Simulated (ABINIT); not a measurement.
# K2LiScF6 (Fm-3m): changed settings of a GW run in ABINIT

Aim: change inputs of a GW run on K2LiScF6 (Fm-3m) and see what moves.

Calculated with ABINIT 10.8.3; LDA and many-body steps on it, plane waves.

## Step 1: Starting point

Symmetry: Fm-3m, No. 225, cubic system. Conventional cell: a = 8.290 Å, b = 8.290 Å, c = 8.290 Å, α = 90.00°, β = 90.00°, γ = 90.00°. Nearest to K lie 12 F at 2.93 Å. Nearest to Li lie 6 F at 2.11 Å. Sc has 6 F at 2.04 Å nearest. Nearest to F lie 1 Sc at 2.04 Å and 1 Li at 2.11 Å and 4 K at 2.93 Å. Farther neighbours and most contacts between anions are not listed.

As a file:

```cif
data_structure
_symmetry_space_group_name_H-M 'Fm-3m'
_symmetry_Int_Tables_number 225
_cell_length_a 8.2896
_cell_length_b 8.2896
_cell_length_c 8.2896
_cell_angle_alpha 90.000
_cell_angle_beta 90.000
_cell_angle_gamma 90.000
_cell_volume 569.64
loop_
_atom_site_label
_atom_site_type_symbol
_atom_site_symmetry_multiplicity
_atom_site_Wyckoff_symbol
_atom_site_fract_x
_atom_site_fract_y
_atom_site_fract_z
_atom_site_occupancy
K1 K 8 c 0.25000 0.75000 0.75000 1
Li1 Li 4 b 0.50000 0.00000 0.00000 1
Sc1 Sc 4 a 0.00000 0.00000 0.00000 1
F1 F 24 e 0.50000 0.00000 0.74559 1
```

The cell and positions are those that the Materials Project relaxed with its own functionals (PBE, PBE+U or r2SCAN), kept fixed.

## Step 2: Screening, 2×2×2 mesh, 84 bands, screening to 87.1 eV

This step: ABINIT 10.8.3; RPA screening on LDA, plane waves, norm-conserving pseudopotentials.

The RPA dielectric matrix is built and inverted for each q.

run.abi

```
acell 3*1.0 Angstrom
rprim 
  -0.000000000000 4.144804000000 4.144804000000
  4.144804000000 -0.000000000000 4.144804000000
  4.144804000000 4.144804000000 -0.000000000000
ntypat 4
znucl 19 3 21 9
natom 10
typat 1 1 2 3 4 4 4 4 4 4
xred 
  0.250000000000 0.250000000000 0.250000000000
  0.750000000000 0.750000000000 0.750000000000
  0.500000000000 0.500000000000 0.500000000000
  -0.000000000000 -0.000000000000 -0.000000000000
  0.245587000000 0.245587000000 0.754413000000
  0.245587000000 0.754413000000 0.754413000000
  0.754413000000 0.754413000000 0.245587000000
  0.245587000000 0.754413000000 0.245587000000
  0.754413000000 0.245587000000 0.754413000000
  0.754413000000 0.245587000000 0.245587000000
pp_dirpath "pseudos"
pseudos "K.upf, Li.upf, Sc.upf, F.upf"
ecut 36
ngkpt 2 2 2
nshiftk 1
shiftk 0 0 0
kptopt 1
chksymbreak 0
istwfk *1
occopt 1
irdwfk 1
optdriver 3
nband 84
ecuteps 3.2
inclvkb 2
awtr 1
symchi 1
indata_prefix "in"
outdata_prefix "out"
tmpdata_prefix "tmp"
```

Started as:

```
> OMP_NUM_THREADS=1 mpirun -n 4 abinit run.abi > log
```

The program printed:

```text
.Version 10.8.3 of ABINIT. v10.8.2 released Aug 2026.

 Symmetries : space group Fm -3 m (#225); Bravais cF (face-center cubic)
[... echo of the input left out ...]
== DATASET  1 ==================================================================
-   mpi_nproc: 4, omp_nthreads: 1 (-1 if OMP is not activated)

--- !DatasetInfo
iteration_state: {dtset: 1, }
dimensions: {natom: 10, nkpt: 3, mband: 84, nsppol: 1, nspinor: 1, nspden: 1, mpw: 9922, }
cutoff_energies: {ecut:  36.0, pawecutdg:  -1.0, }
electrons: {nelect:   7.40000000E+01, charge:   0.00000000E+00, occopt:   1.00000000E+00, tsmear:   1.00000000E-02, }

 SCREENING: Calculation of the susceptibility and dielectric matrices

 Based on a program developped by R.W. Godby, V. Olevano, G. Onida, and L. Reining.
 Incorporated in ABINIT by V. Olevano, G.-M. Rignanese, and M. Torrent.
.Using double precision arithmetic ; gwpc =  8

[... cell and pseudopotentials left out ...]
--------------------------------------------------------------------------------

 ==== K-mesh for the wavefunctions ====
 Number of points in the irreducible wedge :     3
[... list of points left out ...]
 Together with 48 symmetry operations and time-reversal symmetry
 yields     8 points in the full Brillouin Zone.

 ==== Q-mesh for the screening function ====
 Number of points in the irreducible wedge :     3
[... list of points left out ...]
 Together with 48 symmetry operations and time-reversal symmetry
 yields     8 points in the full Brillouin Zone.

 setmesh: FFT mesh size selected  =    40x   40x   40
          total number of points  =        64000

 vcoul_init : cutoff-mode = AUXILIARY_FUNCTION
 q-points for optical limit:   1
     1)      0.000010    0.000020    0.000030

- screening: taking advantage of time-reversal symmetry
- Maximum band index for partially occupied states nbvw = 37
- Remaining bands to be divided among processors   nbcw = 47
- Number of bands treated by each node ~11

 Number of electrons calculated from density =   74.0000; Expected =   74.0000
 average of density, n =  0.077000
 r_s =    1.4582
 omega_plasma =   26.7672 [eV]

 calculating chi0 at frequencies [eV] :
  1    0.000000E+00    0.000000E+00
  2    0.000000E+00    2.676715E+01

--------------------------------------------------------------------------------
  q-point number  1        q = ( 0.000000, 0.000000, 0.000000) [r.l.u.]
--------------------------------------------------------------------------------
[... chi0 elements left out ...]
 For q-point:  0.000010 0.000020 0.000030
  dielectric constant =   2.1067
  dielectric constant without local fields =   2.2940

  Average fulfillment of the sum rule on Im[epsilon] for q-point    1 :     25.67  [%]
[... wings left out ...]
  q-point number  2        q = ( 0.500000, 0.000000, 0.000000) [r.l.u.]
--------------------------------------------------------------------------------
[... chi0 elements left out ...]
  Average fulfillment of the sum rule on Im[epsilon] for q-point    2 :     31.52  [%]

 [... 1 further q-points ...]
```

Wall time 20 s (4 MPI ranks of Arm Neoverse V2, shared host); peak memory 1.5 GiB; 81 s of CPU time.

This step gave:

```yaml
eps_infinity_with_local_fields_on_this_mesh_along_the_program_s_q_direction: 2.107
the_same_without_local_fields: 2.294
plasma_frequency: 26.77 eV
plane_waves_in_the_screening_matrix: 259
```

Local fields lower ε∞ by 8 %. On a Γ-centred mesh this coarse the value itself is usually too large, while a short band sum pulls it down.

## Step 3: Base

The self-energy is evaluated for the states that the input lists, and the levels follow from it, in one-shot runs by the linearised quasiparticle equation.

This step: G0W0 on LDA, plane waves, norm-conserving pseudopotentials.

run.abi, as its differences from that of step 2:

```diff
@@ -31,8 +31,15 @@
 irdwfk 1
-optdriver 3
+optdriver 4
 nband 84
+gwcalctyp 0
+ecutsigx 36
+symsigma 1
+nkptgw 1
+kptgw 
+  0.0000000000 0.0000000000 0.0000000000
+bdgw 
+  35 40
 ecuteps 3.2
-inclvkb 2
-awtr 1
-symchi 1
+irdscr 1
+ppmodel 1
 indata_prefix "in"
```

The program printed:

```text
.Version 10.8.3 of ABINIT. v10.8.2 released Aug 2026.

 Symmetries : space group Fm -3 m (#225); Bravais cF (face-center cubic)
[... echo of the input left out ...]
== DATASET  1 ==================================================================
-   mpi_nproc: 4, omp_nthreads: 1 (-1 if OMP is not activated)

--- !DatasetInfo
iteration_state: {dtset: 1, }
dimensions: {natom: 10, nkpt: 3, mband: 84, nsppol: 1, nspinor: 1, nspden: 1, mpw: 9922, }
cutoff_energies: {ecut:  36.0, pawecutdg:  -1.0, }
electrons: {nelect:   7.40000000E+01, charge:   0.00000000E+00, occopt:   1.00000000E+00, tsmear:   1.00000000E-02, }

 SIGMA: Calculation of the GW corrections

 Based on a program developped by R.W. Godby, V. Olevano, G. Onida, and L. Reining.
 Incorporated in ABINIT by V. Olevano, G.-M. Rignanese, and M. Torrent.
.Using double precision arithmetic ; gwpc =  8

[... cell and pseudopotentials left out ...]
--------------------------------------------------------------------------------

 ==== K-mesh for the wavefunctions ====
 Number of points in the irreducible wedge :     3
[... list of points left out ...]
 Together with 48 symmetry operations and time-reversal symmetry
 yields     8 points in the full Brillouin Zone.

 ==== Q-mesh for screening function ====
 Number of points in the irreducible wedge :     3
[... list of points left out ...]
 Together with 48 symmetry operations and time-reversal symmetry
 yields     8 points in the full Brillouin Zone.

 vcoul_init : cutoff-mode = AUXILIARY_FUNCTION
 q-points for optical limit:   1
     1)      0.000010    0.000020    0.000030
 setmesh: FFT mesh size selected  =    60x   60x   60
          total number of points  =       216000

 Number of electrons calculated from density =   74.0000; Expected =   74.0000
 average of density, n =  0.077000
 r_s =    1.4582
 omega_plasma =   26.7672 [eV]

 === KS Band Gaps ===
  >>>> For spin  1
   Minimum direct gap =   6.7512 [eV], located at k-point      :   0.0000  0.0000  0.0000
   Fundamental gap    =   6.7512 [eV], Top of valence bands at :   0.0000  0.0000  0.0000
                                       Bottom of conduction at :   0.0000  0.0000  0.0000
 SIGMA fundamental parameters:
 PLASMON POLE MODEL  1
 number of plane-waves for SigmaX                 9841
 number of plane-waves for SigmaC and W            259
 number of plane-waves for wavefunctions          9841
 number of bands                                    84
 number of independent spin polarizations            1
 number of spinorial components                      1
 number of k-points in IBZ                           3
 number of q-points in IBZ                           3
 number of symmetry operations                      48
 number of k-points in BZ                            8
 number of q-points in BZ                            8
 number of frequencies for dSigma/dE                 9
 frequency step for dSigma/dE [eV]                0.25
 number of omega for Sigma on real axis              0
 max omega for Sigma on real axis  [eV]           0.00
 zcut for avoiding poles [eV]                     0.10

 EPSILON^-1 parameters (SCR file):
 dimension of the eps^-1 matrix on file            259
 dimension of the eps^-1 matrix used               259
 number of plane-waves for wavefunctions          9841
 number of bands                                    84
 number of q-points in IBZ                           3
 number of frequencies                               2
 number of real frequencies                          1
 number of imag frequencies                          1

 matrix elements of self-energy operator (all in [eV])

 Perturbative Calculation

--- !SelfEnergy_ee
iteration_state: {dtset: 1, }
kpoint     : [   0.000,    0.000,    0.000, ]
spin       : 1
KS_gap     :    6.751
QP_gap     :   12.555
Delta_QP_KS:    5.803
data: !SigmaeeData |
     Band     E0 <VxcDFT>   SigX SigC(E0)      Z dSigC/dE  Sig(E)    E-E0       E
       35  -0.430 -22.439 -29.753   5.175   0.798  -0.253 -24.146  -1.707  -2.137
       36  -0.430 -22.439 -29.753   5.175   0.798  -0.253 -24.146  -1.707  -2.137
       37  -0.430 -22.439 -29.753   5.175   0.798  -0.253 -24.146  -1.707  -2.137
       38   6.321 -18.463 -10.219  -3.335   0.834  -0.199 -14.367   4.096  10.417
       39   6.321 -18.463 -10.219  -3.335   0.834  -0.199 -14.367   4.096  10.417
       40   6.321 -18.463 -10.219  -3.335   0.834  -0.199 -14.367   4.096  10.417

== END DATASET(S) ==============================================================
================================================================================

 -outvars: echo values of variables after computation  --------
           etotal      0.0000000000E+00
            nband          84
             nkpt           3
          spgroup         225
 [... the other variables as echoed above ...]

 Calculation completed.
```

Elapsed: 5.3 s, on 4 MPI ranks; peak memory 0.5 GiB; 21 s of CPU time.

This step gave:

- G0W0 gap on the points computed: 12.55 eV
- starting gap on the mesh: 6.751 eV
- k of the valence top: 0, 0, 0
- k of the conduction bottom: 0, 0, 0
- Z at the valence top: 0.798
- Z at the conduction bottom: 0.834
- least direct G0W0 gap on the computed points: 12.55 eV

The gap on the mesh goes from 6.75 eV to 12.55 eV, a correction of +5.80 eV.

## Step 4: No symmetry in the self-energy

run.abi, as its differences from that of step 3:

```diff
@@ -35,3 +35,3 @@
 ecutsigx 36
-symsigma 1
+symsigma 0
 nkptgw 1
```

The program printed:

```text
.Version 10.8.3 of ABINIT. v10.8.2 released Aug 2026.

 Symmetries : space group Fm -3 m (#225); Bravais cF (face-center cubic)
[... echo of the input left out ...]
== DATASET  1 ==================================================================
-   mpi_nproc: 4, omp_nthreads: 1 (-1 if OMP is not activated)

--- !DatasetInfo
iteration_state: {dtset: 1, }
dimensions: {natom: 10, nkpt: 3, mband: 84, nsppol: 1, nspinor: 1, nspden: 1, mpw: 9922, }
cutoff_energies: {ecut:  36.0, pawecutdg:  -1.0, }
electrons: {nelect:   7.40000000E+01, charge:   0.00000000E+00, occopt:   1.00000000E+00, tsmear:   1.00000000E-02, }

 SIGMA: Calculation of the GW corrections

 Based on a program developped by R.W. Godby, V. Olevano, G. Onida, and L. Reining.
 Incorporated in ABINIT by V. Olevano, G.-M. Rignanese, and M. Torrent.
.Using double precision arithmetic ; gwpc =  8

[... cell and pseudopotentials left out ...]
--------------------------------------------------------------------------------

 ==== K-mesh for the wavefunctions ====
 Number of points in the irreducible wedge :     3
[... list of points left out ...]
 Together with 48 symmetry operations and time-reversal symmetry
 yields     8 points in the full Brillouin Zone.

 ==== Q-mesh for screening function ====
 Number of points in the irreducible wedge :     3
[... list of points left out ...]
 Together with 48 symmetry operations and time-reversal symmetry
 yields     8 points in the full Brillouin Zone.

 vcoul_init : cutoff-mode = AUXILIARY_FUNCTION
 q-points for optical limit:   1
     1)      0.000010    0.000020    0.000030
 setmesh: FFT mesh size selected  =    60x   60x   60
          total number of points  =       216000

 Number of electrons calculated from density =   74.0000; Expected =   74.0000
[...]
number of k-points in BZ                            8
 number of q-points in BZ                            8
 number of frequencies for dSigma/dE                 9
 frequency step for dSigma/dE [eV]                0.25
 number of omega for Sigma on real axis              0
 max omega for Sigma on real axis  [eV]           0.00
 zcut for avoiding poles [eV]                     0.10

 EPSILON^-1 parameters (SCR file):
 dimension of the eps^-1 matrix on file            259
 dimension of the eps^-1 matrix used               259
 number of plane-waves for wavefunctions          9841
 number of bands                                    84
 number of q-points in IBZ                           3
 number of frequencies                               2
 number of real frequencies                          1
 number of imag frequencies                          1

 matrix elements of self-energy operator (all in [eV])

 Perturbative Calculation

--- !SelfEnergy_ee
iteration_state: {dtset: 1, }
kpoint     : [   0.000,    0.000,    0.000, ]
spin       : 1
KS_gap     :    6.751
QP_gap     :   12.554
Delta_QP_KS:    5.803
data: !SigmaeeData |
     Band     E0 <VxcDFT>   SigX SigC(E0)      Z dSigC/dE  Sig(E)    E-E0       E
       35  -0.430 -22.439 -29.753   5.175   0.798  -0.253 -24.146  -1.707  -2.138
       36  -0.430 -22.439 -29.753   5.175   0.798  -0.253 -24.146  -1.707  -2.137
       37  -0.430 -22.439 -29.753   5.176   0.798  -0.253 -24.145  -1.706  -2.137
       38   6.321 -18.463 -10.219  -3.334   0.834  -0.199 -14.367   4.096  10.417
       39   6.321 -18.463 -10.219  -3.335   0.834  -0.199 -14.367   4.096  10.417
       40   6.321 -18.463 -10.219  -3.335   0.834  -0.199 -14.367   4.096  10.417

== END DATASET(S) ==============================================================
================================================================================

 -outvars: echo values of variables after computation  --------
           etotal      0.0000000000E+00
            nband          84
             nkpt           3
          spgroup         225
 [... the other variables as echoed above ...]

 Calculation completed.
```

Run time: 8 s. Hardware: 4 MPI ranks; peak memory 1.1 GiB.

This step gave:

```yaml
g0w0_gap_on_the_points_computed: 12.55 eV
starting_gap_on_the_mesh: 6.751 eV
k_of_the_valence_top: 0, 0, 0
k_of_the_conduction_bottom: 0, 0, 0
z_at_the_valence_top: 0.798
z_at_the_conduction_bottom: 0.834
least_direct_g0w0_gap_on_the_computed_points: 12.55 eV
```

Against G0W0 in ABINIT (2×2×2 mesh, 84 bands, screening to 87.1 eV, Godby-Needs plasmon pole), the gap moves by +0.000 eV.

## Step 5: Scissors in G

run.abi, as its differences from that of step 4:

```diff
@@ -35,3 +35,3 @@
 ecutsigx 36
-symsigma 0
+symsigma 1
 nkptgw 1
@@ -44,2 +44,3 @@
 ppmodel 1
+mbpt_sciss 0.5 eV
 indata_prefix "in"
```

The program printed:

```text
.Version 10.8.3 of ABINIT. v10.8.2 released Aug 2026.

 Symmetries : space group Fm -3 m (#225); Bravais cF (face-center cubic)
[... echo of the input left out ...]
== DATASET  1 ==================================================================
-   mpi_nproc: 4, omp_nthreads: 1 (-1 if OMP is not activated)

--- !DatasetInfo
iteration_state: {dtset: 1, }
dimensions: {natom: 10, nkpt: 3, mband: 84, nsppol: 1, nspinor: 1, nspden: 1, mpw: 9922, }
cutoff_energies: {ecut:  36.0, pawecutdg:  -1.0, }
electrons: {nelect:   7.40000000E+01, charge:   0.00000000E+00, occopt:   1.00000000E+00, tsmear:   1.00000000E-02, }

 SIGMA: Calculation of the GW corrections

 Based on a program developped by R.W. Godby, V. Olevano, G. Onida, and L. Reining.
 Incorporated in ABINIT by V. Olevano, G.-M. Rignanese, and M. Torrent.
.Using double precision arithmetic ; gwpc =  8

[... cell and pseudopotentials left out ...]
--------------------------------------------------------------------------------

 ==== K-mesh for the wavefunctions ====
 Number of points in the irreducible wedge :     3
[... list of points left out ...]
 Together with 48 symmetry operations and time-reversal symmetry
 yields     8 points in the full Brillouin Zone.

 ==== Q-mesh for screening function ====
 Number of points in the irreducible wedge :     3
[... list of points left out ...]
 Together with 48 symmetry operations and time-reversal symmetry
 yields     8 points in the full Brillouin Zone.

 vcoul_init : cutoff-mode = AUXILIARY_FUNCTION
 q-points for optical limit:   1
     1)      0.000010    0.000020    0.000030
 setmesh: FFT mesh size selected  =    60x   60x   60
          total number of points  =       216000

 Number of electrons calculated from density =   74.0000; Expected =   74.0000
[...]
number of q-points in BZ                            8
 number of frequencies for dSigma/dE                 9
 frequency step for dSigma/dE [eV]                0.25
 number of omega for Sigma on real axis              0
 max omega for Sigma on real axis  [eV]           0.00
 zcut for avoiding poles [eV]                     0.10
 scissor energy [eV]                              0.50

 EPSILON^-1 parameters (SCR file):
 dimension of the eps^-1 matrix on file            259
 dimension of the eps^-1 matrix used               259
 number of plane-waves for wavefunctions          9841
 number of bands                                    84
 number of q-points in IBZ                           3
 number of frequencies                               2
 number of real frequencies                          1
 number of imag frequencies                          1

 matrix elements of self-energy operator (all in [eV])

 Perturbative Calculation

--- !SelfEnergy_ee
iteration_state: {dtset: 1, }
kpoint     : [   0.000,    0.000,    0.000, ]
spin       : 1
KS_gap     :    6.751
QP_gap     :   12.626
Delta_QP_KS:    5.875
data: !SigmaeeData |
     Band     E0 <VxcDFT>   SigX SigC(E0)      Z dSigC/dE  Sig(E)    E-E0       E
       35  -0.430 -22.439 -29.753   5.182   0.798  -0.253 -24.141  -1.702  -2.132
       36  -0.430 -22.439 -29.753   5.182   0.798  -0.253 -24.141  -1.702  -2.132
       37  -0.430 -22.439 -29.753   5.182   0.798  -0.253 -24.141  -1.702  -2.132
       38   6.321 -18.463 -10.219  -3.344   0.835  -0.198 -14.290   4.173  10.494
       39   6.321 -18.463 -10.219  -3.344   0.835  -0.198 -14.290   4.173  10.494
       40   6.321 -18.463 -10.219  -3.344   0.835  -0.198 -14.290   4.173  10.494

== END DATASET(S) ==============================================================
================================================================================

 -outvars: echo values of variables after computation  --------
           etotal      0.0000000000E+00
            nband          84
             nkpt           3
          spgroup         225
 [... the other variables as echoed above ...]

 Calculation completed.
```

Elapsed: 5.3 s, on 4 MPI ranks; peak memory 0.51 GiB.

This step gave:

```yaml
g0w0_gap_on_the_points_computed: 12.63 eV
starting_gap_on_the_mesh: 6.751 eV
k_of_the_valence_top: 0, 0, 0
k_of_the_conduction_bottom: 0, 0, 0
z_at_the_valence_top: 0.798
z_at_the_conduction_bottom: 0.835
least_direct_g0w0_gap_on_the_computed_points: 12.63 eV
```

[end of part 1 of 3]

[Paths, hosts, dates, memory and timing lines, banners, echoed tables and standing remarks are left out of the program output.]

[Logs are printed without paths, hosts, clocks, repeated set-up lines and the standing remarks that a program may print on its own settings, such as how far it seeks lower states.]

[Runs of the session that timed out or met a known fault of the program may be left out.]

[No measured gap is set beside runs whose start may be inverted or whose files or cutoffs have a known fault.]

[Hosts, paths, dates, database ids (printed as entryN), source tags and the programs' standing remarks are cut or masked in the printed files.]

[G0W0 gaps are taken among the corrected bands and points alone; a level outside them can change the order at an edge.]

[Where Ansatz stands beside ABINIT at settings called matched, ABINIT's density can come from a denser mesh and the files from another edition; pairs whose starting gaps differed by over 0.03 eV were left out, so agreement reads better than it is.]
